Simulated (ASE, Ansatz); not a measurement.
# Convergence of a linear-scaling basis for twisted Ti2CO2 MXene alternating trilayer, 9.43° (555 atoms)

Wanted: errors and times of a linear-scaling basis for twisted Ti2CO2 MXene alternating trilayer, 9.43° (555 atoms). A setting counts as converged where the r.m.s. difference of forces stays under 1 % of the r.m.s. force.

Program: Ansatz 0.2.0. Level of theory: Kohn-Sham DFT, r2SCAN+D4, PAW (set soft_2), plane waves. Results are calculated unless marked as measured.

## (1) The starting structure

The cell holds 555 atoms: 111 C, 222 Ti and 222 O. Its edges and angles: a = 18.431 Å, b = 18.431 Å, c = 31.110 Å, α = 90.0°, β = 90.0°, γ = 120.0°. It derives from Ti2CO2 (Ti2CO2 MXene). Ti2CO2 MXene (a = 3.03 Å) under Ti2CO2 MXene (a = 3.03 Å), alternating trilayer, commensurate cell of 37 unit cells a layer, twist 9.43 deg; facing planes 2.9, 2.89 Å apart; 12 Å of vacuum; layers as built, displaced by a Gaussian of 0.01 Å. Regions: layer 1, 185 atoms (37 C, 74 Ti and 74 O); layer 2, 185 atoms (37 C, 74 Ti and 74 O); layer 3, 185 atoms (37 C, 74 Ti and 74 O). Vacuum lies along c.

Before any run, some limits are plain. Beside vacuum, support functions can miss their usual error bounds without a warning. The main run has no spin polarisation, so moments on Ti can't form in it, and no Hubbard term. Sampling is at Γ alone, for a cell whose shortest periodic width is 16 Å.

## (2) Plane-wave single point

The first run fixes the reference, at a cutoff of 500 eV.

input.yaml reads:

```yaml
crystal:
  lattice:
    - [18.4308, 0.0, 0.0]
    - [-9.2154, 15.96154, 0.0]
    - [0.0, 0.0, 31.11]
  atoms:
    - { symbol: C, position: [0.02632, 0.72937, 0.2643] }
    - { symbol: Ti, position: [0.11737, 0.8287, 0.30633] }
    - { symbol: Ti, position: [0.12696, 0.73839, 0.22285] }
    - { symbol: O, position: [0.12681, 0.74025, 0.33614] }
    - { symbol: O, position: [0.11647, 0.82881, 0.19279] }
    - { symbol: C, position: [0.10696, 0.91806, 0.26448] }
    - { symbol: Ti, position: [0.19872, 0.01893, 0.30643] }
    - { symbol: Ti, position: [0.20689, 0.92776, 0.22217] }
    - { symbol: O, position: [0.20689, 0.92833, 0.335] }
    - { symbol: O, position: [0.19946, 0.01926, 0.19281] }
    - { symbol: C, position: [0.05436, 0.45991, 0.26395] }
    - { symbol: Ti, position: [0.1429, 0.55817, 0.30686] }
    - { symbol: Ti, position: [0.15285, 0.46865, 0.22194] }
    - { symbol: O, position: [0.15241, 0.46825, 0.33525] }
    - { symbol: O, position: [0.14405, 0.55937, 0.19297] }
    - { symbol: C, position: [0.13541, 0.64803, 0.26466] }
    - { symbol: Ti, position: [0.22492, 0.74818, 0.30637] }
    - { symbol: Ti, position: [0.23382, 0.65681, 0.2218] }
    - { symbol: O, position: [0.23378, 0.65742, 0.33539] }
    - { symbol: O, position: [0.22539, 0.74817, 0.19289] }
    - { symbol: C, position: [0.21635, 0.83757, 0.26452] }
    - { symbol: Ti, position: [0.30644, 0.93746, 0.30659] }
    - { symbol: Ti, position: [0.31507, 0.84549, 0.22232] }
    - { symbol: O, position: [0.31538, 0.84693, 0.33554] }
    - { symbol: O, position: [0.3076, 0.93729, 0.19287] }
    - { symbol: C, position: [0.99971, 0.00012, 0.26456] }
    - { symbol: Ti, position: [0.09074, 0.09901, 0.30657] }
    - { symbol: Ti, position: [0.09922, 0.00901, 0.22228] }
    - { symbol: O, position: [0.10025, 0.00965, 0.33583] }
    - { symbol: O, position: [0.09121, 0.10014, 0.1925] }
    - { symbol: C, position: [0.08155, 0.18902, 0.26408] }
    - { symbol: Ti, position: [0.17114, 0.28838, 0.30639] }
    [... 517 atom lines left out ...]
    - { symbol: O, position: [0.98106, 0.18023, 0.66473] }
    - { symbol: C, position: [0.97334, 0.27003, 0.73603] }
    - { symbol: Ti, position: [0.06315, 0.37054, 0.77774] }
    - { symbol: Ti, position: [0.0726, 0.27929, 0.69375] }
    - { symbol: O, position: [0.07242, 0.27863, 0.80748] }
    - { symbol: O, position: [0.06289, 0.36973, 0.66418] }
kpoints:
  mp_grid: { grid: [1, 1, 1] }
hamiltonian:
  xc: r2scan
  dispersion: d4
scf:
  occupations: { method: gaussian, width: 0.025 }
output:
  forces: true
  populations: true
  dos:
    method: { smearing: { sigma: 0.15 } }
    de: 0.1
    projected: { site_lists: { C: [C], O: [O], Ti: [Ti] } }
  eigenvalues: true
```

Started as:

```console
ansatz run input.yaml --threads 32 --pin off --max-ram 92160MiB --backend cuda --events-out ev --progress --plain --runs-dir out --max-vram 78GiB
```

What it wrote:

```text
Engine: ansatz 0.2.0, aarch64-unknown-linux-gnu
Pseudopotentials: kind: paw
Pseudopotential: C, paw, valence charge 4, recommended cutoff 500 eV (meta_gga), C.paw.azcp
Pseudopotential: Ti, paw, valence charge 12, recommended cutoff 500 eV (meta_gga), Ti.paw.azcp
Pseudopotential: O, paw, valence charge 6, recommended cutoff 500 eV (meta_gga), O.paw.azcp
[... 6 lines on functional and potentials left out ...]
device memory: the entry about to start is reckoned to put 68.2 GiB on a device that reports 144.9 GiB free (of which the cap on the GPU budget leaves the run 78.0 GiB)
GPU FFT provider: cuFFT
GPU libraries: cuBLAS 13.8.1, cuFFT 12.4.0, cuSOLVER 12.3.2
GPU matrix products: emulated (plane waves: as basis.precision tells), large ones in fixed point in workspaces of 1.00 GiB
Crystal: 555 atoms, lattice volume = 9152.063 Å³
Basis set: ecut = 500 eV, 232283 PW (Γ), exchange–correlation on 540×540×960 points (64 copies of the dense FFT grid, shifted against one another)
Bands: 2775, of which v1, the nominal top of the filled ones, is band 2220 counted from 1 (2219 counted from 0)
Symmetry: 1 space group operations
Space group: P1 (ITA 1), of the structure as read, at distance tolerance 2.1e-4 Å
k-points: 1
[... 10 lines on functional and potentials left out ...]
Initial density: superposition of atomic densities (neutral atoms: chi_scale 0, normalization atom), corrected by the library's trained network
Initial wavefunctions: pseudopotential atomic-orbital guess
GPU buffer pool allocated for 4374000 grid points (all kernels)
GPU transforms: local potential: pruned to the plane-wave sphere, on 135×135×225; band sums: pruned to the plane-wave sphere, on 135×135×240
Functional: x = r2scan, c = r2scan; τ floored in thin density (d = 2e-4 eV/Å³)
SCF iter   1: F=—  HF=-710835.033419 eV  |F-HF|=—  |Δ(HF+E_count)|=         —  Δρ=2.37e-2  dr2=6.81e1  dr2_τ=4.00e1  ethr=1.77e-3  ⟨swp⟩=6.0  Hψ=11242  notcnv=0  defer=395
preconditioner: auto → Resta (q_TF=auto, 2.418 Å⁻¹)  ε∞=5.3  [insulator: Δε(μ)=0.697 eV  Ē_g=9.640 eV  σ=0.025 eV  W_gap=1.00  n_scr=2164 (ndim 8)  ℏωp=20.0 eV  f_vac=0.357  D(μ)=0.00/eV (n_scr^D=0)  ε∞_Penn≈5.3  vacuum switching on, ρ_ref=6.7e-3 e/Å³]
SCF iter   2: F=—  HF=-710842.256055 eV  |F-HF|=—  |Δ(HF+E_count)|=    7.22e0  Δρ=1.29e-2  dr2=1.10e1  dr2_τ=3.83e0  ethr=1.53e-3  ⟨swp⟩=3.0  Hψ=5453  notcnv=0  defer=513
SCF iter   3: F=—  HF=-710840.926656 eV  |F-HF|=—  |Δ(HF+E_count)|=    1.33e0  Δρ=3.98e-3  dr2=1.90e0  dr2_τ=6.40e-2  ethr=2.47e-4  ⟨swp⟩=2.0  Hψ=3636  notcnv=0  defer=513
SCF iter   4: F=—  HF=-710841.142306 eV  |F-HF|=—  |Δ(HF+E_count)|=   2.16e-1  Δρ=2.80e-3  dr2=1.01e0  dr2_τ=8.35e-2  ethr=4.28e-5  ⟨swp⟩=3.0  Hψ=4677  notcnv=0  defer=513
SCF iter   5: F=—  HF=-710840.995313 eV  |F-HF|=—  |Δ(HF+E_count)|=   1.47e-1  Δρ=1.06e-3  dr2=1.44e-1  dr2_τ=7.10e-3  ethr=2.27e-5  ⟨swp⟩=3.0  Hψ=4565  notcnv=0  defer=513
SCF iter   6: F=—  HF=-710841.012763 eV  |F-HF|=—  |Δ(HF+E_count)|=   1.75e-2  Δρ=3.52e-4  dr2=2.38e-2  dr2_τ=9.87e-4  ethr=3.24e-6  ⟨swp⟩=2.0  Hψ=3303  notcnv=0  defer=513
SCF iter   7: F=—  HF=-710841.047186 eV  |F-HF|=—  |Δ(HF+E_count)|=   3.44e-2  Δρ=3.21e-4  dr2=1.54e-2  dr2_τ=9.39e-4  ethr=5.37e-7  ⟨swp⟩=2.0  Hψ=3594  notcnv=0  defer=513
SCF iter   8: F=—  HF=-710840.995663 eV  |F-HF|=—  |Δ(HF+E_count)|=   5.15e-2  Δρ=1.13e-4  dr2=1.98e-3  dr2_τ=6.46e-5  ethr=3.47e-7  ⟨swp⟩=2.0  Hψ=3276  notcnv=0  defer=513
SCF iter   9: F=—  HF=-710840.996010 eV  |F-HF|=—  |Δ(HF+E_count)|=   3.47e-4  Δρ=6.54e-5  dr2=7.56e-4  dr2_τ=3.95e-5  ethr=4.46e-8  ⟨swp⟩=3.0  Hψ=3795  notcnv=0  defer=513
SCF iter  10: F=—  HF=-710840.996075 eV  |F-HF|=—  |Δ(HF+E_count)|=   6.51e-5  Δρ=1.67e-5  dr2=5.32e-5  dr2_τ=1.85e-6  ethr=1.70e-8  ⟨swp⟩=2.0  Hψ=3260  notcnv=0  defer=513
SCF iter  11: F=—  HF=-710841.026794 eV  |F-HF|=—  |Δ(HF+E_count)|=   3.07e-2  Δρ=1.48e-5  dr2=2.88e-5  dr2_τ=2.05e-6  ethr=1.20e-9  ⟨swp⟩=4.0  Hψ=6167  notcnv=0  defer=513
SCF iter  12: F=—  HF=-710841.026793 eV  |F-HF|=—  |Δ(HF+E_count)|=   1.20e-6  Δρ=5.96e-6  dr2=3.99e-6  dr2_τ=3.10e-7  ethr=6.50e-10  ⟨swp⟩=2.0  Hψ=3527  notcnv=0  defer=513
SCF iter  13: F=—  HF=-710841.026794 eV  |F-HF|=—  |Δ(HF+E_count)|=   7.71e-7  Δρ=2.45e-6  dr2=1.09e-6  dr2_τ=6.17e-8  ethr=8.99e-11  ⟨swp⟩=3.0  Hψ=3387  notcnv=0  defer=513
SCF iter  14: F=—  HF=-710841.026794 eV  |F-HF|=—  |Δ(HF+E_count)|=   1.35e-7  Δρ=1.61e-6  dr2=6.66e-7  dr2_τ=2.71e-8  ethr=2.45e-11  ⟨swp⟩=3.0  Hψ=3769  notcnv=0  defer=513
SCF iter  15: F=-710841.026794 eV  HF=-710841.026794 eV  |F-HF|=1.86e-9  |Δ(HF+E_count)|=   2.42e-8  Δρ=5.17e-7  dr2=4.62e-8  dr2_τ=1.80e-9  ethr=2.25e-12  ⟨swp⟩=13.0  Hψ=14922  notcnv=0
SCF 1 converged in 15 iterations: F = -710841.026794 eV  dr2 = 4.62e-8
  greatest PAW one-centre occupation: 1.000 electrons in one spin orbital (limit 2), on the Ti atom at site 467 (counted from 0), in its partial waves of l = 1
SCF converged after 15 iterations
Free energy (F): -710841.026794 eV
Harris-Foulkes:  -710841.026794 eV  (|F-HF|=1.86e-9)
Internal energy: -710841.026794 eV  (E = F + TS)
E sigma→0 (E₀):  -710841.026794 eV
Fermi energy:    5.727277 eV
--- Per-component energies (eV) ---
  E_band       = -68877.682512
  E_kinetic    = 109503.877024
  E_local      = -3347474.704277  (includes V_loc(G=0)·N_el)
  E_nonlocal   = 14104.690283
  E_hartree    = 1629894.852310
  E_xc         = -42525.670818
  E_vxc        = -60698.788654  (∫ρ·V_xc dr)
  E_paw        = -280756.127800  (= ΣΔE_a)
  E_vpaw       = -48056.515480  (= ΣTr[D̂ρ^β])
  E_aug_tail   = 0.266922  (compensation charges beyond the density's cutoff)
  E_vtau       = 3953.607539  (kinetic-family band-sum trace: ∫τ·v_τ [+ j·A + Jᵃ·Aᵃ] dr)
  E_ewald      = 1206517.732231
  E_disp       = -39.834414  (pairwise vdW)
  E_core_change = -66.108255  (= ΣΔE_core)
  E_smearing   = -0.000000  (= −TS)
  E_closure    = -0.000000  (closes the sum)
  Σ components = -710841.026794   (vs F -710841.026794, Δ=0.00e0)
--- Forces (eV/Å), atoms counted from 1 ---
[... 555 lines of forces left out ...]
  max |Σ_I F_I| component: 1.10e-4 eV/Å
--- Band table (eV) ---
[... left out ...]
--- Löwdin populations: 555 sites ---
  site symbol       q [e]
[... 555 lines, one an atom, left out ...]
  spilling = 0.003625 (of n_electrons = 4440.000000)
```

Run time: 40 s. Hardware: 1 × NVIDIA GB200 with 32 threads of Arm Neoverse V2, shared host; peak memory 8 GiB; 2.1 min of CPU time.

That memory is the host's; the program planned up to 68.2 GiB on the GPU. Forces of this run were stored rounded, and per-atom blocks of the log weren't kept.

Numbers from this run:

- free energy: -710841.0268 eV
- free energy per atom: -1280.7946 eV/atom
- SCF cycles: 15
- r.m.s. force component: 0.2271 eV/Å
- longest force: 0.824 eV/Å
- Fermi energy: 5.727 eV
- gap (highest filled to lowest empty level): 0.5739 eV
- spilling of the projection: 0.003625

Length of the force by element:

```csv
element,coordination,atoms,mean length of the force (eV/Å),spread,least,most
C,all,111,0.272,0.111,0.0442,0.611
O,all,222,0.421,0.143,0.0824,0.773
Ti,all,222,0.357,0.137,0.0949,0.824
```

Löwdin charges by element (they lack the spilled electrons, 0.029 e an atom on average):

| element | coordination | atoms | mean charge (e) | spread | least | most |
| --- | --- | --- | --- | --- | --- | --- |
| C | all | 111 | -0.964 | 0.0023 | -0.969 | -0.957 |
| O | all | 222 | -0.651 | 0.0044 | -0.666 | -0.640 |
| Ti | all | 222 | 1.21 | 0.0044 | 1.20 | 1.22 |

By region:

```
 region  atoms  mean length of the force (eV/Å)
layer 1    185                            0.361
layer 2    185                            0.353
layer 3    185                            0.383
```

States in the cell by windows of 1 eV, zero at the Fermi level; some projections on atomic orbitals stand beside the total:

| from (eV) | to (eV) | total | O p | C p | C s |
| --- | --- | --- | --- | --- | --- |
| -14 | -13 | 0.0 | 0.0 | 0.0 | 0.0 |
| -13 | -12 | 13.0 | 0.3 | 0.1 | 7.5 |
| -12 | -11 | 113.0 | 2.0 | 1.9 | 67.7 |
| -11 | -10 | 96.0 | 0.8 | 0.6 | 66.6 |
| -10 | -8 | 0.0 | 0.0 | 0.0 | 0.0 |
| -8 | -7 | 0.1 | 0.0 | 0.0 | 0.0 |
| -7 | -6 | 265.3 | 152.0 | 27.6 | 1.3 |
| -6 | -5 | 617.9 | 394.8 | 51.3 | 2.2 |
| -5 | -4 | 452.9 | 324.0 | 26.0 | 6.9 |
| -4 | -3 | 225.0 | 76.0 | 73.1 | 0.3 |
| -3 | -2 | 278.7 | 71.9 | 122.7 | 1.0 |
| -2 | -1 | 146.0 | 36.2 | 63.2 | 0.2 |
| -1 | 0 | 12.3 | 3.6 | 6.5 | 0.0 |
| 0 | 1 | 218.7 | 29.6 | 6.5 | 1.4 |
| 1 | 2 | 501.1 | 28.8 | 14.9 | 0.5 |

Between -26 and -14 eV lie 444 more states.

About 1776 of the 4440 electrons lie in deeper levels, below the stored range.

Not all projections were asked for or kept, so they needn't add up to the total.

The levels nearest the highest filled one (over half full), pooled over k-points and spins:

```
level less the highest filled one (eV)  occupation
                               -0.0209           2
                                -0.011           2
                                 -0.01           2
                               -0.0039           2
                               -0.0031           2
                                     0           2
                                 0.574           0
                                 0.583           0
                                 0.594           0
                                 0.599           0
                                 0.605           0
                                 0.614           0
```

Mean Löwdin charges: C -0.96, O -0.65, Ti +1.21 e (they miss 0.36 % of the electrons, so they add up to more than the cell's charge).

## (3) Distances and neighbours

Bonds and neighbours are counted at the geometry of the runs.

Normalised to the volume that the atoms fill. Pair distribution functions g(r), in bins of 0.2 Å:

```
r (Å)  total   O-O  O-Ti   O-C  Ti-Ti   Ti-C    C-C
 1.90   2.68  0.00  8.35  0.00   0.00   0.00   0.00
 2.10   1.98  0.00  0.22  0.00   0.00  11.95   0.00
 2.30   0.34  0.00  0.00  0.00   0.00   2.11   0.00
 2.50   0.00  0.00  0.00  0.00   0.00   0.00   0.00
 2.70   0.04  0.00  0.00  0.22   0.00   0.00   0.00
 2.90   1.39  0.28  0.00  8.15   0.17   0.00   0.32
 3.10   3.47  7.66  0.00  0.00  10.52   0.00  14.30
 3.30   0.05  0.33  0.00  0.00   0.00   0.00   0.00
 3.50   0.45  0.26  1.27  0.00   0.00   0.00   0.00
 3.70   1.52  0.36  2.20  0.00   0.00   4.80   0.00
 3.90   0.15  0.36  0.29  0.00   0.00   0.00   0.00
 4.10   0.76  0.26  0.29  3.90   0.00   0.00   0.00
 4.30   0.39  0.29  0.24  0.00   1.70   0.00   0.00
 4.50   0.15  0.25  0.31  0.00   0.06   0.00   0.00
 4.70   2.50  1.64  6.33  0.00   0.10   1.27   0.00
 4.90   0.88  0.33  0.22  0.00   0.22   4.50   0.00
 5.10   0.99  0.18  0.24  5.27   0.26   0.00   0.00
 5.30   1.59  2.70  0.25  0.45   5.05   0.00   4.87
 5.50   0.18  0.20  0.18  0.39   0.17   0.00   0.00
 5.70   0.37  1.23  0.22  0.42   0.19   0.00   0.00
 5.90   0.20  0.24  0.21  0.39   0.21   0.00   0.00
 6.10   0.95  1.97  0.17  0.39   2.05   0.32   3.64
 6.30   1.34  0.43  3.49  0.43   0.17   0.40   0.00
 6.50   1.02  1.57  0.38  0.32   0.19   3.55   0.00
 6.70   0.77  0.21  0.35  3.31   0.20   0.36   0.00
 6.90   0.58  0.15  0.59  0.39   1.53   0.37   0.00
 7.10   1.06  0.20  2.11  0.35   0.20   1.63   0.00
 7.30   0.50  0.20  0.35  1.54   0.26   0.37   0.23
```

Bonds by pair of elements; cutoffs follow the first minimum of g(r), held within bounds set by covalent radii, and pairs that aren't listed don't count as bonded:

| pair A-B | cutoff (Å) | bonds | mean length (Å) | spread (Å) | shortest (Å) | B about A | A about B |
| --- | --- | --- | --- | --- | --- | --- | --- |
| O-Ti | 2.64 | 666 | 1.97 | 0.014 | 1.92 | 3 | 3 |
| Ti-C | 2.64 | 666 | 2.19 | 0.014 | 2.15 | 3 | 6 |

How many atoms have how many bonded neighbours:

```csv
element,mean,3,6
C,6,0,111
O,3,222,0
Ti,6,0,222
```

Bond angles, per cent of each kind in bins of 5°:

```csv
angle (°),C-Ti-O,Ti-C-Ti,Ti-O-Ti,O-Ti-O,C-Ti-C
80–85,11.7,0.0,0.0,0.0,0.0
85–90,55.0,40.0,0.0,0.0,100.0
90–95,0.0,40.0,0.0,0.0,0.0
95–100,0.0,0.0,26.6,26.6,0.0
100–105,0.0,0.0,73.4,73.4,0.0
105–110,0.0,0.0,0.0,0.0,0.0
110–115,0.0,0.0,0.0,0.0,0.0
115–120,0.0,0.0,0.0,0.0,0.0
120–125,0.0,0.0,0.0,0.0,0.0
125–130,0.0,0.0,0.0,0.0,0.0
130–135,0.0,0.0,0.0,0.0,0.0
135–140,0.0,0.0,0.0,0.0,0.0
140–145,0.0,0.0,0.0,0.0,0.0
145–150,0.0,0.0,0.0,0.0,0.0
150–155,0.0,0.0,0.0,0.0,0.0
155–160,0.0,0.0,0.0,0.0,0.0
160–165,0.0,0.0,0.0,0.0,0.0
165–170,6.2,0.0,0.0,0.0,0.0
170–175,27.1,0.0,0.0,0.0,0.0
175–180,0.0,20.0,0.0,0.0,0.0
```

Bond angles (no mean is given where the spread exceeds 20°):

| angle | count | mean (°) | spread (°) |
| --- | --- | --- | --- |
| C-Ti-O | 1998 | - | - |
| Ti-C-Ti | 1665 | - | - |
| Ti-O-Ti | 666 | 100 | 0.6 |
| O-Ti-O | 666 | 100 | 0.6 |
| C-Ti-C | 666 | 87.8 | 0.5 |

By these cutoffs all C atoms have 6, all O atoms have 3 and all Ti atoms have 6 bonded neighbours.

(Continued in part 2 of 2.)

[Logs are printed without paths, hosts, clocks, repeated set-up lines and the standing remarks that a program may print on its own settings, such as how far it seeks lower states.]

[Hosts, paths, dates, database ids (printed as entryN), source tags and the programs' standing remarks are cut or masked in the printed files.]
